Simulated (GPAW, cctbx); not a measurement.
# By hand: from a DFT structure factor to an extinction distance in TlAg3Au2

TlAg3Au2, P6/mmm (no. 191), a = 5.7135 Å, b = 5.7135 Å, c = 4.6242 Å, α = 90.00°, β = 90.00°, γ = 120.00°.

| atom | mult. | x | y | z |
| --- | --- | --- | --- | --- |
| Tl1 | 1 | 0 | 0 | 0 |
| Au1 | 2 | 2/3 | 1/3 | 0 |
| Ag1 | 3 | 0 | 1/2 | 1/2 |

The cell comes from substitution in a known structure type and wasn't matched to any measured phase.

A DFT run (GPAW, PBE, 450 eV, 5×5×5 k-points, Fermi–Dirac width 0.1 eV) gives the static X-ray structure factor of 001 as 94.748 e for the conventional cell; superposed free atoms give 94.649 e. **Problem.** Find the Fourier component V of the crystal potential and the two-beam extinction distance at 300 kV in both cases.

**1. Geometry**

The cell volume is Ω = 130.73 Å³ and d(001) = 4.6242 Å, so g = 1/d = 0.2163 Å⁻¹.

**2. The nuclei**

Electrons feel nuclei as well as electrons, so the nuclear charges are summed with the same phases.

Phase sums Σ exp(2πi h·x), turned so that the total is real and positive: Tl +1.000, Au +2.000, Ag -3.000. Then F_Z = 81 × (+1.000) + 79 × (+2.000) + 47 × (-3.000) = 98.00 e. The electron term has the same sign for this reflection.

**3. Mott–Bethe**

Poisson's equation, term by term, gives V = (e/4πε₀)(F_Z − F)/(πΩg²), with e/4πε₀ = 14.3996 V Å.

The prefactor is 14.3996 × 4.6242²/(π × 130.73) = 0.74973 V per electron. Free atoms: (98.00 − 94.649) × 0.74973 = 2.512 V. Crystal: (98.00 − 94.748) × 0.74973 = 2.438 V. F changes by +0.10 % and V by -3.0 %: the same 0.10 e is measured against F_Z − F = 3.4 e in place of F = 94.6 e.

**4. Extinction distance**

In the two-beam case ξ = 1/(λU) with U = 2γm₀eV/h², that is ξ = 150.41 V Å²/(γλV).

At 300 kV, λ = 0.01969 Å and γ = 1.5871. Free atoms: ξ = 1916 Å. Crystal: ξ = 1974 Å. The thickness fringes go as sin²(πt/ξ), so the two patterns slip by a quarter of a period when t|1/ξ₁ − 1/ξ₀| = 1/4, at t ≈ 1621 nm, thicker than usual samples. Thermal motion, absorption and many-beam coupling, left out here, change a real pattern.

**5. Answer**

V(001) is 2.44 V against 2.51 V, and ξ is 1974 against 1916 Å. Limits: static atoms, two beams.
